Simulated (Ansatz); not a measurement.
# K on Pd(111): change of the work function, part 4 of 6

Aim: the work function of Pd(111) at several coverages of K (top site), and the dipole that each adsorbate carries.

Ansatz 0.2.0; plane-wave DFT, LDA, Ansatz PAW (the session's first sound run).

So far, work function, upper face (eV): step 2 (the clean slab) 5.63; step 3 (37 atoms, coverage 0.111 ML, cell 3x3) 2.74; step 4 (17 atoms, coverage 0.25 ML, cell 2x2) 1.71.

### Step 6. The 0.25 ML cell at another level of theory, cutoff 420 eV, functional RPBE

This step: plane-wave DFT, RPBE, Ansatz PAW (Ansatz 0.2.0).

The geometry is kept and the functional is RPBE.

input.yaml

```yaml
crystal:
  lattice:
    - [5.5012907577, 0.0, 0.0]
    - [2.7506453788, 4.7642575498, 0.0]
    - [0.0, 0.0, 28.1922080561]
  atoms:
    - { symbol: Pd, position: [0.0, 0.0, 0.3192371446] }
    - { symbol: Pd, position: [0.1666666667, 0.1666666667, 0.3989007362] }
    - { symbol: Pd, position: [0.3333333333, 0.3333333333, 0.4771523969] }
    - { symbol: Pd, position: [0.0, 0.0, 0.550237624] }
    - { symbol: Pd, position: [0.0, 0.5, 0.3192371446] }
    - { symbol: Pd, position: [0.1666666667, 0.6666666667, 0.3989007362] }
    - { symbol: Pd, position: [0.3368750064, 0.8315624968, 0.4758976757] }
    - { symbol: Pd, position: [-0.0001953944, 0.5000976972, 0.5557139704] }
    - { symbol: Pd, position: [0.5, 0.0, 0.3192371446] }
    - { symbol: Pd, position: [0.6666666667, 0.1666666667, 0.3989007362] }
    - { symbol: Pd, position: [0.8315624968, 0.3368750064, 0.4758976757] }
    - { symbol: Pd, position: [0.5000976972, -0.0001953944, 0.5557139704] }
    - { symbol: Pd, position: [0.5, 0.5, 0.3192371446] }
    - { symbol: Pd, position: [0.6666666667, 0.6666666667, 0.3989007362] }
    - { symbol: Pd, position: [0.8315624968, 0.8315624968, 0.4758976757] }
    - { symbol: Pd, position: [0.5000976972, 0.5000976972, 0.5557139704] }
    - { symbol: K, position: [0.0, 0.0, 0.6451068984] }
kpoints:
  mp_grid: { grid: [6, 6, 1] }
hamiltonian:
  xc: rpbe
scf:
  occupations: { method: fermi_dirac, width: 0.1 }
  convergence: { dr2_threshold: 1.0e-08 }
efield:
  axis: 3
  dipole_correction: true
  ramp_position: 0.97
  ramp_width: 0.06
output:
  write_potential: true
  write_density: true
  volumetric_format: npy
```

Launch:

```
ansatz run input.yaml --threads 4 --pin off --max-ram 12288MiB --backend cpu --events-out ev --progress --plain --runs-dir out
```

Numbers of over 12 decimals in the logs are rounded to 6 here.

Output:

```text
[...]
Crystal: 17 atoms, lattice volume = 738.906 Å³
Basis set: ecut = 420 eV, 14405 PW (Γ)
Bands: 179, of which v1, the nominal top of the filled ones, is band 149 counted from 1 (148 counted from 0)
Symmetry: 6 space group operations
[...]
k-points: 7 of 36 (time reversal used)
[...]
SCF iter   1: F=—  HF=-113228.661657 eV  |F-HF|=—  |Δ(HF+E_count)|=         —  Δρ=1.04e-2  dr2=6.09e0  ethr=1.77e-3  p=0.448 e·Å  D=1.10e-1 V/Å  ΔV_dip=-3.10 eV  dr2_dipole=1.19e0  V_vac-E_F(+/−)=1.71/4.81 eV  ⟨swp⟩=7.6  Hψ=5507  notcnv=0  defer=59
[...]
SCF iter  13: F=-113228.531362 eV  HF=-113228.531362 eV  |F-HF|=5.09e-10  |Δ(HF+E_count)|=   1.48e-8  Δρ=4.37e-7  dr2=2.57e-9  ethr=3.37e-12  p=0.505 e·Å  D=1.24e-1 V/Å  ΔV_dip=-3.48 eV  dr2_dipole=7.95e-11  V_vac-E_F(+/−)=1.56/5.05 eV  ⟨swp⟩=15.0  Hψ=4849  notcnv=0
SCF 1 converged in 13 iterations: F = -113228.531362 eV  dr2 = 2.57e-9
[...]
SCF converged after 13 iterations
Free energy (F): -113228.531362 eV
[...]
Internal energy: -113227.488680 eV  (E = F + TS)
E sigma→0 (E₀):  -113228.010021 eV
Entropy (-TS):   -1.042682 eV (-61.334 meV/atom)
Fermi energy:    4.613337 eV
Dipole field:    D = 0.123602 V/Å  (p = 0.504724 e·Å, saw-weighted, corrected)
Work function:   Φ+ = 1.5630 eV   Φ− = 5.0477 eV
[...]
--- Band table (eV; the first three rows and the last of 7) ---
  k-point 0: bands = [... 145 lower, 4.7266, 4.8557, 4.8557, 4.9096, 4.9482, 4.9482, 4.9501, 5.1774, ... 26 higher]
  k-point 1: bands = [... 145 lower, 4.6187, 4.6347, 4.6901, 4.7786, 4.7800, 4.7903, 4.8277, 5.2846, ... 26 higher]
  k-point 2: bands = [... 145 lower, 4.4241, 4.5395, 4.5545, 4.5616, 4.5766, 4.6423, 4.7674, 4.7716, ... 26 higher]
  k-point 6: bands = [... 145 lower, 4.3795, 4.3819, 4.3918, 4.4045, 4.4275, 4.4441, 4.4511, 4.4876, ... 26 higher]
```

Wall time 42 s (4 threads of Arm Neoverse V1, shared host); peak memory 2.9 GiB.

Numbers from this step:

- energy at zero smearing: -113228.0100 eV
- work function, upper face: 1.563 eV
- work function, lower face: 5.048 eV
- dipole along the normal: 0.5047 e·Å
- step between the vacuum levels: -3.485 eV

The work function comes to 1.56 eV, -0.15 eV from the first level.

### Step 7. The 0.25 ML cell at another level of theory, cutoff 1115.67 eV, functional PBE

This step: plane-wave DFT, PBE, norm-conserving (Ansatz 0.2.0).

The geometry is kept and the functional is PBE; other changes against the main runs: norm-conserving files and cutoff 420 → 1115.67.

Changes to input.yaml since step 6:

```diff
@@ -26,3 +26,4 @@
 hamiltonian:
-  xc: rpbe
+  xc: pbe
+  pseudopotentials: { kind: nc }
 scf:
```

Output:

```text
[...]
Crystal: 17 atoms, lattice volume = 738.906 Å³
Basis set: ecut = 1115.666836 eV, 62283 PW (Γ)
Bands: 179, of which v1, the nominal top of the filled ones, is band 149 counted from 1 (148 counted from 0)
Symmetry: 6 space group operations
[...]
k-points: 7 of 36 (time reversal used)
[...]
SCF iter   1: F=—  HF=-59752.961695 eV  |F-HF|=—  |Δ(HF+E_count)|=         —  Δρ=9.48e-2  dr2=8.61e1  ethr=3.10e-3  p=0.000 e·Å  D=4.89e-9 V/Å  ΔV_dip=-0.00 eV  dr2_dipole=7.91e-1  V_vac-E_F(+/−)=2.61/2.61 eV  ⟨swp⟩=10.7  Hψ=6855  notcnv=0  defer=33
[...]
SCF iter  11: F=-59737.519214 eV  HF=-59737.519214 eV  |F-HF|=6.48e-10  |Δ(HF+E_count)|=   4.91e-9  Δρ=3.54e-7  dr2=1.48e-9  ethr=3.37e-12  p=0.527 e·Å  D=1.29e-1 V/Å  ΔV_dip=-3.64 eV  dr2_dipole=4.93e-12  V_vac-E_F(+/−)=1.60/5.24 eV  ⟨swp⟩=19.6  Hψ=6972  notcnv=0
SCF 1 converged in 11 iterations: F = -59737.519214 eV  dr2 = 1.48e-9
[...]
SCF converged after 11 iterations
Free energy (F): -59737.519214 eV
[...]
Internal energy: -59736.479261 eV  (E = F + TS)
E sigma→0 (E₀):  -59736.999237 eV
Entropy (-TS):   -1.039953 eV (-61.174 meV/atom)
Fermi energy:    4.504368 eV
Dipole field:    D = 0.129090 V/Å  (p = 0.527131 e·Å, saw-weighted, corrected)
Work function:   Φ+ = 1.5994 eV   Φ− = 5.2387 eV
[...]
--- Band table (eV; the first three rows and the last of 7) ---
  k-point 0: bands = [... 145 lower, 4.6190, 4.7477, 4.7477, 4.8013, 4.8402, 4.8402, 4.8420, 5.1014, ... 26 higher]
  k-point 1: bands = [... 145 lower, 4.5103, 4.5263, 4.5817, 4.6702, 4.6715, 4.6817, 4.7301, 5.1486, ... 26 higher]
  k-point 2: bands = [... 145 lower, 4.2952, 4.4263, 4.4448, 4.4483, 4.4703, 4.5360, 4.6593, 4.6633, ... 26 higher]
  k-point 6: bands = [... 145 lower, 4.2674, 4.2725, 4.2804, 4.2928, 4.3126, 4.3226, 4.3380, 4.3653, ... 26 higher]
```

The job ended after 3.3 min (4 threads; peak memory 10 GiB).

This step gave:

```
energy at zero smearing        : -59736.9992 eV
work function, upper face      : 1.599 eV
work function, lower face      : 5.239 eV
dipole along the normal        : 0.5271 e·Å
step between the vacuum levels : -3.639 eV
```

The work function comes to 1.60 eV, -0.11 eV from the first level.

### Step 8. The 0.25 ML cell at another level of theory, cutoff 420 eV, functional PBEsol

This step: plane-wave DFT, PBEsol, Ansatz PAW (Ansatz 0.2.0).

The geometry is kept and the functional is PBEsol.

Changes to input.yaml since step 7:

```diff
@@ -26,4 +26,3 @@
 hamiltonian:
-  xc: pbe
-  pseudopotentials: { kind: nc }
+  xc: pbesol
 scf:
```

Output:

```text
[...]
Crystal: 17 atoms, lattice volume = 738.906 Å³
Basis set: ecut = 420 eV, 14405 PW (Γ)
Bands: 179, of which v1, the nominal top of the filled ones, is band 149 counted from 1 (148 counted from 0)
Symmetry: 6 space group operations
[...]
k-points: 7 of 36 (time reversal used)
[...]
k-point 0: bands = [... 145 lower, 4.5347, 4.6637, 4.6637, 4.7171, 4.7571, 4.7571, 4.7585, 5.0161, ... 26 higher]
  k-point 1: bands = [... 145 lower, 4.4246, 4.4406, 4.4966, 4.5851, 4.5855, 4.5964, 4.6551, 4.9965, ... 26 higher]
  k-point 2: bands = [... 145 lower, 4.1716, 4.3316, 4.3561, 4.3643, 4.3863, 4.4522, 4.5740, 4.5778, ... 26 higher]
  k-point 6: bands = [... 145 lower, 4.1756, 4.1843, 4.1857, 4.2006, 4.2127, 4.2135, 4.2432, 4.2558, ... 26 higher]
[key lines of the parts left out:]
SCF converged after 13 iterations
Free energy (F): -112018.812947 eV
Fermi energy:    4.417075 eV
Dipole field:    D = 0.135492 V/Å  (p = 0.553273 e·Å, saw-weighted, corrected)
Work function:   Φ+ = 1.5485 eV   Φ− = 5.3683 eV
```

The job ended after 42 s (4 threads; peak memory 2.9 GiB).

The work function comes to 1.55 eV, -0.16 eV from the first level.

### Step 9. The 0.25 ML cell at another level of theory, cutoff 420 eV, functional PBE

This step: plane-wave DFT, PBE, Ansatz PAW (Ansatz 0.2.0).

The geometry is kept and the functional is PBE.

Changes to input.yaml since step 8:

```diff
@@ -26,3 +26,3 @@
 hamiltonian:
-  xc: pbesol
+  xc: pbe
 scf:
```

Output:

```text
[...]
Crystal: 17 atoms, lattice volume = 738.906 Å³
Basis set: ecut = 420 eV, 14405 PW (Γ)
Bands: 179, of which v1, the nominal top of the filled ones, is band 149 counted from 1 (148 counted from 0)
Symmetry: 6 space group operations
[...]
k-points: 7 of 36 (time reversal used)
[...]
k-point 0: bands = [... 145 lower, 4.6121, 4.7416, 4.7416, 4.7953, 4.8344, 4.8344, 4.8362, 5.0916, ... 26 higher]
  k-point 1: bands = [... 145 lower, 4.5037, 4.5197, 4.5754, 4.6640, 4.6652, 4.6755, 4.7222, 5.1418, ... 26 higher]
  k-point 2: bands = [... 145 lower, 4.2883, 4.4192, 4.4378, 4.4409, 4.4629, 4.5287, 4.6528, 4.6568, ... 26 higher]
  k-point 6: bands = [... 145 lower, 4.2606, 4.2658, 4.2731, 4.2857, 4.3056, 4.3163, 4.3305, 4.3590, ... 26 higher]
[key lines of the parts left out:]
SCF converged after 13 iterations
Free energy (F): -113100.493008 eV
Fermi energy:    4.497317 eV
Dipole field:    D = 0.128887 V/Å  (p = 0.526304 e·Å, saw-weighted, corrected)
Work function:   Φ+ = 1.6035 eV   Φ− = 5.2371 eV
```

Elapsed: 42 s, on 4 threads; peak memory 2.9 GiB.

The work function comes to 1.60 eV, -0.11 eV from the first level.

### Step 10. Side by side

Times are for 4 threads of Arm Neoverse V1, shared host. The runs compared:

| no. | functional | work function, upper face (eV) | dipole along the normal (e·Å) | time | memory (GiB) |
| --- | --- | --- | --- | --- | --- |
| 1 | rpbe | 1.563 | 0.5047 | 42 s | 2.9 |
| 2 | pbe | 1.599 | 0.5271 | 3.3 min | 10 |
| 3 | pbesol | 1.549 | 0.5533 | 42 s | 2.9 |
| 4 | pbe | 1.603 | 0.5263 | 42 s | 2.9 |

(Part 4 of 6 ends here.)

[Logs are printed without paths, hosts, clocks, repeated set-up lines and the standing remarks that a program may print on its own settings, such as how far it seeks lower states.]

[Hosts, paths, dates, database ids (printed as entryN), source tags and the programs' standing remarks are cut or masked in the printed files.]

[Maps of the electrostatic potential energy from Ansatz leave out the sawtooth potential of an applied field or a dipole correction, so their vacuum need not be flat; planar profiles and work functions include it.]
